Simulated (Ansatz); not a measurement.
## Phonon transport in Sr3Y (hypothetical, Fm-3m)

How well does the lattice of Sr3Y (hypothetical) conduct heat? The crystal structure is hypothetical: it was made by swapping elements on a known structure type.

Calculated with Ansatz 0.2.0; DFT r2SCAN, scalar-relativistic, plane waves, PAW; PAW set soft_1.

### 1. The starting structure

The structure is cubic, space group Fm-3m (No. 225). The conventional cell has a = 9.017 Å, b = 9.017 Å, c = 9.017 Å, α = 90.00°, β = 90.00°, γ = 90.00°. Nearest to Sr lie 4 Sr at 3.90 Å and 4 Y at 3.90 Å. Sr has 8 Sr at 3.90 Å nearest. Y has 8 Sr at 3.90 Å nearest. Farther neighbours are not listed.

### 2. Probe on a coarse mesh

Before spending time, one coarse run tells the gap and the pressure of the starting cell.

input.yaml reads:

```yaml
crystal:
  lattice:
    - [0.0, 4.50842, 4.50842]
    - [4.50842, 0.0, 4.50842]
    - [4.50842, 4.50842, 0.0]
  atoms:
    - { symbol: Sr, position: [0.25, 0.25, 0.25] }
    - { symbol: Sr, position: [0.5, 0.5, 0.5] }
    - { symbol: Sr, position: [0.75, 0.75, 0.75] }
    - { symbol: "Y", position: [0.0, 0.0, 0.0] }
kpoints:
  mp_grid: { grid: [4, 4, 4] }
hamiltonian:
  xc: r2scan
  pseudopotentials: { kind: paw, azcp: { folder: soft_1 } }
scf:
  occupations: { method: gaussian, width: 0.1 }
  lower_state_search: "off"
output:
  forces: true
  stress: true
  eigenvalues: true
```

Launch:

```console
$ ansatz run input.yaml --threads 18 --pin off --max-ram 92160MiB --backend cuda --events-out ev --progress --plain --runs-dir out --max-vram 78GiB
```

Numbers of over 12 decimals in the logs are rounded to 6 here.

Output:

```text
Engine: ansatz 0.2.0, aarch64-unknown-linux-gnu
Pseudopotentials: kind: paw
Pseudopotential: Sr, paw, valence charge 10, recommended cutoff 500 eV (meta_gga), soft_1/Sr.paw.azcp
Pseudopotential: Y, paw, valence charge 11, recommended cutoff 500 eV (meta_gga), soft_1/Y.paw.azcp
Functional definition: r2SCAN
  parameter k0 = 0.174
  parameter k1 = 0.065
  parameter a1 = 4.9479
  exchange = r2scan_x(k0 = k0, k1 = k1, a1 = a1)
  correlation = r2scan_c
device memory: the entry about to start is reckoned to put 9.1 GiB on a device that reports 167.4 GiB free (of which the cap on the GPU budget leaves the run 78.0 GiB)
GPU FFT provider: cuFFT
GPU libraries: cuBLAS 13.8.1, cuFFT 12.4.0, cuSOLVER 12.3.2
GPU matrix products: emulated (plane waves: as basis.precision tells), large ones in fixed point in workspaces of 1.00 GiB
Crystal: 4 atoms, lattice volume = 183.275 Å³
Basis set: ecut = 500 eV, 4645 PW (Γ), exchange–correlation on 192×192×192 points (64 copies of the dense FFT grid, shifted against one another)
Bands: 25, of which v1, the nominal top of the filled ones, is band 21 counted from 1 (20 counted from 0)
Symmetry: 48 space group operations
Space group: Fm-3m (ITA 225), of the structure as read, at distance tolerance 5.7e-5 Å
k-points: 8 of 64
Non-local potential: Sr, projectors of the file, l = 0: 3, l = 1: 2, l = 2: 2
Non-local potential: Y, projectors of the file, l = 0: 3, l = 1: 2, l = 2: 2, l = 3: 1
PAW form: soft (Blöchl's): semilocal exchange-correlation on the pseudo side does not see the compensation charge
PAW frozen core: Sr, regenerated for the run's functional (the file was generated under x = pbe(κ = 0.804, μ = 0.219515), c = pbe(β = 0.066725))
PAW frozen core: Y, regenerated for the run's functional (the file was generated under x = pbe(κ = 0.804, μ = 0.219515), c = pbe(β = 0.066725))
PAW one-centre angular grid: Sr, 302 points (default); XC on 160 Gauss nodes
PAW one-centre angular grid: Y, 590 points (default); XC on 160 Gauss nodes
Initial density: superposition of atomic densities (chi_scale 0.1, normalization cell, long waves kept (reshape's long-wave potential 0.00 eV rms))
Initial wavefunctions: pseudopotential atomic-orbital guess
GPU buffer pool allocated for 110592 grid points (all kernels)
GPU transforms: local potential: pruned to the plane-wave sphere, on 45×48×48; band sums: pruned to the plane-wave sphere, on 48×48×48
Functional: x = r2scan, c = r2scan; τ floored in thin density (d = 2e-4 eV/Å³)
device memory: the entry about to start is reckoned to put 9.2 GiB on a device that reports 167.4 GiB free (of which the cap on the GPU budget leaves the run 78.0 GiB)
iter 1 solved again at ethr=3.05e-3 eV; its pass at ethr=3.10e-3 eV (dr2=1.25e0 eV) is discarded
SCF iter   1: F=-14523.550771 eV  HF=-14524.310573 eV  |F-HF|=7.60e-1  |Δ(HF+E_count)|=         —  Δρ=1.53e-2  dr2=1.30e0  dr2_τ=4.61e-2  ethr=3.05e-3  ⟨swp⟩=1.0  Hψ=2869  notcnv=0
automatic band count: the SCF goes on with 29 bands, as 25 were too few: the levels above may hold too much charge
preconditioner: auto → Kerker (q_TF=auto, 2.126 Å⁻¹)  [metal: Δε(μ)=0.065 eV  Ē_g=2.706 eV  σ=0.100 eV  W_gap=0.33  n_scr=26 (ndim 8)  ℏωp=8.2 eV  f_vac=0.000  D(μ)=7.52/eV (n_scr^D=58)]
SCF iter   2: F=-14524.092430 eV  HF=-14524.313567 eV  |F-HF|=2.21e-1  |Δ(HF+E_count)|=   2.99e-3  Δρ=9.07e-3  dr2=4.03e-1  dr2_τ=8.88e-3  ethr=3.05e-3  ⟨swp⟩=3.2  Hψ=406  notcnv=0
SCF iter   3: F=-14524.303521 eV  HF=-14524.311730 eV  |F-HF|=8.21e-3  |Δ(HF+E_count)|=   1.84e-3  Δρ=2.72e-3  dr2=2.33e-2  dr2_τ=1.13e-3  ethr=9.83e-4  ⟨swp⟩=4.0  Hψ=588  notcnv=0  defer=1
SCF iter   4: F=-14524.311428 eV  HF=-14524.316379 eV  |F-HF|=4.95e-3  |Δ(HF+E_count)|=   4.65e-3  Δρ=1.42e-3  dr2=9.69e-3  dr2_τ=4.58e-4  ethr=5.69e-5  ⟨swp⟩=2.4  Hψ=459  notcnv=0  defer=2
SCF iter   5: F=-14524.316303 eV  HF=-14524.316270 eV  |F-HF|=3.28e-5  |Δ(HF+E_count)|=   1.09e-4  Δρ=3.81e-4  dr2=3.82e-4  dr2_τ=1.47e-5  ethr=2.36e-5  ⟨swp⟩=1.9  Hψ=296  notcnv=0  defer=2
SCF iter   6: F=-14524.316493 eV  HF=-14524.316511 eV  |F-HF|=1.79e-5  |Δ(HF+E_count)|=   2.41e-4  Δρ=1.02e-4  dr2=4.14e-5  dr2_τ=2.39e-6  ethr=9.31e-7  ⟨swp⟩=2.1  Hψ=400  notcnv=0  defer=2
SCF iter   7: F=-14524.316284 eV  HF=-14524.316288 eV  |F-HF|=4.39e-6  |Δ(HF+E_count)|=   2.23e-4  Δρ=3.10e-5  dr2=5.98e-6  dr2_τ=6.13e-8  ethr=1.01e-7  ⟨swp⟩=2.0  Hψ=264  notcnv=0  defer=2
SCF iter   8: F=-14524.316287 eV  HF=-14524.316287 eV  |F-HF|=6.08e-8  |Δ(HF+E_count)|=   8.23e-7  Δρ=4.71e-6  dr2=1.28e-7  dr2_τ=1.72e-9  ethr=1.46e-8  ⟨swp⟩=2.0  Hψ=270  notcnv=0  defer=2
SCF iter   9: F=-14524.316287 eV  HF=-14524.316287 eV  |F-HF|=8.64e-10  |Δ(HF+E_count)|=  6.46e-10  Δρ=8.71e-7  dr2=2.87e-9  dr2_τ=2.33e-10  ethr=2.44e-10  ⟨swp⟩=12.2  Hψ=1304  notcnv=0
SCF 1 converged in 9 iterations: F = -14524.316287 eV  dr2 = 2.87e-9
  greatest PAW one-centre occupation: 0.996 electrons in one spin orbital (limit 2), on the Y atom at site 3 (counted from 0), in its partial waves of l = 0
SCF converged after 9 iterations
Free energy (F): -14524.316287 eV
Harris-Foulkes:  -14524.316287 eV  (|F-HF|=8.64e-10)
Internal energy: -14524.277466 eV  (E = F + TS)
E sigma→0 (E₀):  -14524.296877 eV
Entropy (-TS):   -0.038821 eV (-9.705 meV/atom)
Fermi energy:    6.483468 eV
--- Per-component energies (eV) ---
  E_band       = -550.609033
  E_kinetic    = 1004.799171
  E_local      = -2937.484789  (includes V_loc(G=0)·N_el)
  E_nonlocal   = 726.311175
  E_hartree    = 755.961713
  E_xc         = -659.907933
  E_vxc        = -728.820419  (∫ρ·V_xc dr)
  E_paw        = -10968.766373  (= ΣΔE_a)
  E_vpaw       = -166.394378  (= ΣTr[D̂ρ^β])
  E_aug_tail   = -0.000016  (compensation charges beyond the density's cutoff)
  E_vtau       = 39.056914  (kinetic-family band-sum trace: ∫τ·v_τ [+ j·A + Jᵃ·Aᵃ] dr)
  E_ewald      = -2444.598354
  E_core_change = -0.592061  (= ΣΔE_core)
  E_smearing   = -0.038821  (= −TS)
  E_closure    = -0.000000  (closes the sum)
  Σ components = -14524.316287   (vs F -14524.316287, Δ=0.00e0)
--- Forces (eV/Å), atoms counted from 1 ---
  atom   1  Sr     0.00000000     0.00000000     0.00000000
  atom   2  Sr     0.00000000    -0.00000000    -0.00000000
  atom   3  Sr    -0.00000000     0.00000000     0.00000000
  atom   4  Y      0.00000000     0.00000000     0.00000000
  max |Σ_I F_I| component: 4.63e-18 eV/Å
--- Stress (GPa, compression-positive) ---
        0.371090      -0.000000      -0.000000
        0.000000       0.371090       0.000000
        0.000000      -0.000000       0.371090
  P = ⅓ Tr σ = 0.3711 GPa (3.711 kbar)
--- Band table (eV; the first three rows and the last of 8) ---
  k-point 0: bands = [... 17 lower, 5.8156, 5.8156, 6.5843, 6.5843, 6.5843, 6.7811, 6.7811, 6.7811, ... 4 higher]
  k-point 1: bands = [... 17 lower, 5.6523, 6.0056, 6.0056, 6.5280, 6.5883, 6.5883, 6.9026, 6.9026, ... 4 higher]
  k-point 2: bands = [... 17 lower, 4.1473, 6.2880, 6.2880, 6.4911, 6.4911, 6.7442, 7.2002, 7.2002, ... 4 higher]
  k-point 7: bands = [... 17 lower, 4.9232, 4.9232, 4.9620, 6.7597, 6.9125, 7.0079, 7.0079, 7.4422, ... 4 higher]
```

The job ended after 1.2 s (1 × NVIDIA GB200 with 18 threads of Arm Neoverse V2, shared host; peak memory 1.2 GiB; 3.2 s of CPU time).

This step gave:

```yaml
pressure: 0.3711 GPa
volume_per_atom: 45.82 Å³/atom
gap_on_the_k_mesh: 0 eV
```

The start is under 0.37 GPa at this level and looks like a metal on this mesh.

### 3. Relaxation

The vibrations must be taken about the equilibrium of this functional, not about the starting cell, so the structure is relaxed.

Changes to input.yaml since step 2:

```diff
@@ -11,3 +11,3 @@
 kpoints:
-  mp_grid: { grid: [4, 4, 4] }
+  mp_grid: { grid: [8, 8, 8] }
 hamiltonian:
@@ -22 +22,6 @@
   eigenvalues: true
+relax:
+  adjacent_minimum: "off"
+  f_tol: 0.005
+  max_steps: 80
+  cell: { stress_tol: 0.05 }
```

Output:

```text
[...]
Crystal: 4 atoms, lattice volume = 183.275 Å³
Basis set: ecut = 500 eV, 4645 PW (Γ), exchange–correlation on 192×192×192 points (64 copies of the dense FFT grid, shifted against one another)
Bands: 25, of which v1, the nominal top of the filled ones, is band 21 counted from 1 (20 counted from 0)
Symmetry: 48 space group operations
[...]
k-points: 29 of 512
[...]
SCF iter   2: F=-14524.124448 eV  HF=-14524.339838 eV  |F-HF|=2.15e-1  |Δ(HF+E_count)|=   1.75e-3  Δρ=8.95e-3  dr2=3.92e-1  dr2_τ=8.99e-3  ethr=3.04e-3  ⟨swp⟩=3.2  Hψ=2564  notcnv=0
[...]
SCF iter   8: F=-14524.340986 eV  HF=-14524.340986 eV  |F-HF|=2.21e-8  |Δ(HF+E_count)|=   4.66e-8  Δρ=2.85e-6  dr2=3.71e-8  dr2_τ=1.35e-9  ethr=2.44e-10  ⟨swp⟩=11.3  Hψ=5990  notcnv=0
SCF 1 converged in 8 iterations: F = -14524.340986 eV  dr2 = 3.71e-8
[...]
relax step   1: F+E_penalty+E_count = -14524.34098603 eV  Δ(F+E_penalty+E_count) = +0.000e0 eV  max|allowed force component| = 6.650e-18 eV/Å  Δτ_max = 0.0000 Å  P = +0.374 GPa  Ω = 183.275 Å³  (8 SCF iters, dr2 threshold 1.00e-7 eV, accepted)
[...]
Crystal: 4 atoms, lattice volume = 185.337 Å³
Basis set: ecut = 500 eV, 4693 PW (Γ), exchange–correlation on 192×192×192 points (64 copies of the dense FFT grid, shifted against one another)
Bands: 29, of which v1, the nominal top of the filled ones, is band 21 counted from 1 (20 counted from 0)
[...]
SCF iter   2: F=-14524.344418 eV  HF=-14524.344432 eV  |F-HF|=1.41e-5  |Δ(HF+E_count)|=   6.64e-3  Δρ=9.87e-5  dr2=4.54e-5  dr2_τ=3.45e-6  ethr=1.19e-7  ⟨swp⟩=3.1  Hψ=1657  notcnv=0
[...]
SCF iter   5: F=-14524.344443 eV  HF=-14524.344443 eV  |F-HF|=3.36e-8  |Δ(HF+E_count)|=   7.55e-7  Δρ=6.15e-6  dr2=1.23e-7  dr2_τ=6.02e-9  ethr=8.55e-10  ⟨swp⟩=9.6  Hψ=5398  notcnv=0
SCF 2 converged in 5 iterations: F = -14524.344443 eV  dr2 = 1.23e-7
relax step   2: F+E_penalty+E_count = -14524.34444289 eV  Δ(F+E_penalty+E_count) = -3.457e-3 eV  max|allowed force component| = 3.730e-17 eV/Å  Δτ_max = 0.0000 Å  P = +0.179 GPa  Ω = 185.337 Å³  energy of the carried Pulay correction = -9.503e-5 eV  (5 SCF iters, dr2 threshold 3.51e-7 eV, accepted)
[...]
Crystal: 4 atoms, lattice volume = 187.272 Å³
[...]
SCF iter   6: F=-14524.345458 eV  HF=-14524.345458 eV  |F-HF|=1.03e-8  |Δ(HF+E_count)|=   1.52e-8  Δρ=2.87e-6  dr2=3.14e-8  dr2_τ=1.61e-9  ethr=1.96e-10  ⟨swp⟩=7.8  Hψ=4829  notcnv=0
SCF 3 converged in 6 iterations: F = -14524.345458 eV  dr2 = 3.14e-8
relax step   3: F+E_penalty+E_count = -14524.34545798 eV  Δ(F+E_penalty+E_count) = -1.015e-3 eV  max|allowed force component| = 4.539e-17 eV/Å  Δτ_max = 0.0000 Å  P = +0.005 GPa  Ω = 187.272 Å³  energy of the carried Pulay correction = -1.832e-4 eV  (6 SCF iters, dr2 threshold 8.03e-8 eV, accepted)
[...]
SCF iter   1: F=-14524.345800 eV  HF=-14524.345799 eV  |F-HF|=7.39e-7  |Δ(HF+E_count)|=         —  Δρ=2.16e-5  dr2=1.37e-7  dr2_τ=3.54e-7  ethr=5.00e-6  ⟨swp⟩=3.2  Hψ=7641  notcnv=0
eigensolver tolerance schedule: the retry pair's looser diagonalisation over-reported the residual by 14956.92 of it (diagonalisation noise at an unbounded share of the residual, at the tolerance the schedule requests for it); recorded, not acted on — ethr = c·dr2/N_el stays at c = 1.0e-1
[...]
SCF iter   2: F=-14524.345656 eV  HF=-14524.345656 eV  |F-HF|=1.79e-7  |Δ(HF+E_count)|=   1.44e-4  Δρ=9.20e-6  dr2=3.60e-8  dr2_τ=3.38e-8  ethr=3.34e-10  ⟨swp⟩=4.5  Hψ=2421  notcnv=0
[...]
SCF iter   5: F=-14524.345656 eV  HF=-14524.345656 eV  |F-HF|=0.00e0  |Δ(HF+E_count)|=  2.55e-11  Δρ=1.18e-7  dr2=3.83e-11  dr2_τ=2.65e-12  ethr=1.00e-12  ⟨swp⟩=8.8  Hψ=7127  notcnv=0
SCF 4 converged in 5 iterations: F = -14524.345656 eV  dr2 = 3.83e-11
relax step   4: F+E_penalty+E_count = -14524.34565582 eV  Δ(F+E_penalty+E_count) = -1.978e-4 eV  max|allowed force component| = 3.816e-17 eV/Å  Δτ_max = 0.0000 Å  P = +0.005 GPa  Ω = 187.272 Å³  stress off target by 5.46e-3 GPa  SCF on the basis re-selected at this cell (its energy is not comparable with the rows above)  (5 SCF iters)
basis re-selected at this cell: Δ(F+E_penalty+E_count) = -1.978e-4 eV, ΔP = +0.001 GPa vs the last step (what re-selecting the basis moved, of the pressure what is left beyond the Pulay correction that the steps carried, after the strain that the cell walked since its last selection, with what the two solves' SCF thresholds leave and, on support functions, any second-order correction that the steps lacked; it is no m [...]
SCF converged after 5 iterations
Free energy (F): -14524.345656 eV
[...]
Internal energy: -14524.323713 eV  (E = F + TS)
E sigma→0 (E₀):  -14524.334685 eV
Entropy (-TS):   -0.021943 eV (-5.486 meV/atom)
Fermi energy:    6.251713 eV
[...]
--- Stress (GPa, compression-positive) ---
        0.005457       0.000000       0.000000
        0.000000       0.005457       0.000000
        0.000000       0.000000       0.005457
  P = ⅓ Tr σ = 0.0055 GPa (0.055 kbar)
--- Band table (eV; the first three rows and the last of 29) ---
  k-point 0: bands = [... 17 lower, 5.6789, 5.6789, 6.3922, 6.3922, 6.3922, 6.5958, 6.5958, 6.5958, ... 4 higher]
  k-point 1: bands = [... 17 lower, 5.7274, 5.7274, 6.1413, 6.3989, 6.3989, 6.4641, 6.6224, 6.6224, ... 4 higher]
  k-point 2: bands = [... 17 lower, 5.4574, 5.8570, 5.8570, 6.3477, 6.3963, 6.3963, 6.7207, 6.7207, ... 4 higher]
  k-point 28: bands = [... 17 lower, 4.7444, 4.7444, 4.7834, 6.5827, 6.7303, 6.8180, 6.8180, 7.2440, ... 4 higher]
--- Relaxed structure (3 steps of the walk, 3 accepted, 1 SCFs on fresh bases) ---
  F+E_penalty+E_count = -14524.34565582 eV   max|allowed force component| = 3.816e-17 eV/Å   (the final SCF, on the basis selected at the relaxed cell)
  cell:  # Å, volume = 187.2717 Å³
    - [0, 4.540957, 4.540957]
    - [4.540957, 0, 4.540957]
    - [4.540957, 4.540957, 0]
  atoms:
    - { symbol: Sr, position: [0.25, 0.25, 0.25] }
    - { symbol: Sr, position: [0.5, 0.5, 0.5] }
    - { symbol: Sr, position: [0.75, 0.75, 0.75] }
    - { symbol: Y, position: [0, 0, 0] }
```

It took 4.1 s on 1 × NVIDIA GB200 with 18 threads; peak memory 1.3 GiB.

Step by step:

| step | energy less that of the first step (eV) | largest force component (eV/Å) | pressure (GPa) | volume (Å³) |
| --- | --- | --- | --- | --- |
| 1 | 0.0000 | 0.0000 | 0.37 | 183.27 |
| 2 | -0.0035 | 0.0000 | 0.18 | 185.34 |
| 3 | -0.0045 | 0.0000 | 0.00 | 187.27 |
| 4* | -0.0047 | 0.0000 | 0.01 | 187.27 |

Relaxation steps marked * repeat the geometry before them on a plane-wave basis chosen anew for their cell, so energy and pressure can jump there.

The run keeps the 48 symmetry operations that it works with, so distortions that break them were not tested.

| conventional cell, symmetrised | before | after | change |
| --- | --- | --- | --- |
| a (Å) | 9.017 | 9.082 | +0.7 % |
| b (Å) | 9.017 | 9.082 | +0.7 % |
| c (Å) | 9.017 | 9.082 | +0.7 % |
| volume (Å³/atom) | 45.82 | 46.82 | +2.2 % |

The relaxed structure:

```xyz
4
Lattice="0.0000 4.5410 4.5410 4.5410 0.0000 4.5410 4.5410 4.5410 0.0000" Properties=species:S:1:pos:R:3 pbc="T T T"
Sr    2.2705    2.2705    2.2705
Sr    4.5410    4.5410    4.5410
Sr    6.8114    6.8114    6.8114
Y     0.0000    0.0000    0.0000
```

Numbers from this step:

```yaml
pressure: 0.005457 GPa
volume_per_atom: 46.82 Å³/atom
```

The relaxation ends with a pressure of 0.01 GPa.

### 4. Relaxing to small residual forces and stress

The thresholds are tightened for a last relaxation ahead of the phonons, and where mesh or smearing change with them the cell follows.

input.yaml, the sections that differ from step 3:

```yaml
crystal:
  lattice:
    - [0.0, 4.5409572879, 4.5409572879]
    - [4.5409572879, 0.0, 4.5409572879]
    - [4.5409572879, 4.5409572879, 0.0]
  atoms:
    - { symbol: Sr, position: [0.25, 0.25, 0.25] }
    - { symbol: Sr, position: [0.5, 0.5, 0.5] }
    - { symbol: Sr, position: [0.75, 0.75, 0.75] }
    - { symbol: "Y", position: [0.0, 0.0, 0.0] }
scf:
  occupations: { method: methfessel_paxton, width: 0.2 }
  lower_state_search: "off"
relax:
  adjacent_minimum: "off"
  f_tol: 0.001
  max_steps: 60
  cell: { stress_tol: 0.01 }
# kpoints, hamiltonian, output: as in step 3
```

Output:

```text
[...]
Crystal: 4 atoms, lattice volume = 187.272 Å³
Basis set: ecut = 500 eV, 4693 PW (Γ), exchange–correlation on 192×192×192 points (64 copies of the dense FFT grid, shifted against one another)
Bands: 25, of which v1, the nominal top of the filled ones, is band 21 counted from 1 (20 counted from 0)
Symmetry: 48 space group operations
[...]
--- Relaxed structure (3 steps of the walk, 3 accepted, 1 SCFs on fresh bases) ---
[...]
cell:  # Å, volume = 186.9663 Å³
    - [0, 4.538487, 4.538487]
    - [4.538487, 0, 4.538487]
    - [4.538487, 4.538487, 0]
  atoms:
    - { symbol: Sr, position: [0.25, 0.25, 0.25] }
    - { symbol: Sr, position: [0.5, 0.5, 0.5] }
    - { symbol: Sr, position: [0.75, 0.75, 0.75] }
    - { symbol: Y, position: [0, 0, 0] }
[key lines of the parts left out:]
SCF converged after 9 iterations
Free energy (F): -14524.328155 eV
Fermi energy:    6.271413 eV
P = ⅓ Tr σ = 0.0000 GPa (0.000 kbar)
```

It took 3.9 s on 1 × NVIDIA GB200 with 18 threads; peak memory 1.2 GiB; 8 s of CPU time.

Little changed from the start: no atom moved by 0.005 Å and no cell edge by 0.1 %.

Numbers from this step:

| Quantity | Value |
| --- | --- |
| pressure | 6.72e-6 GPa |
| volume per atom | 46.74 Å³/atom |

The residual pressure is 6.7e-6 GPa, small enough for phonons.

(Continued in part 2 of 3.)

[Logs are printed without paths, hosts, clocks, repeated set-up lines and the standing remarks that a program may print on its own settings, such as how far it seeks lower states.]

[Hosts, paths, dates, database ids (printed as entryN), source tags and the programs' standing remarks are cut or masked in the printed files.]

[A step with changed settings may run another functional than the one named; its input shows which.]
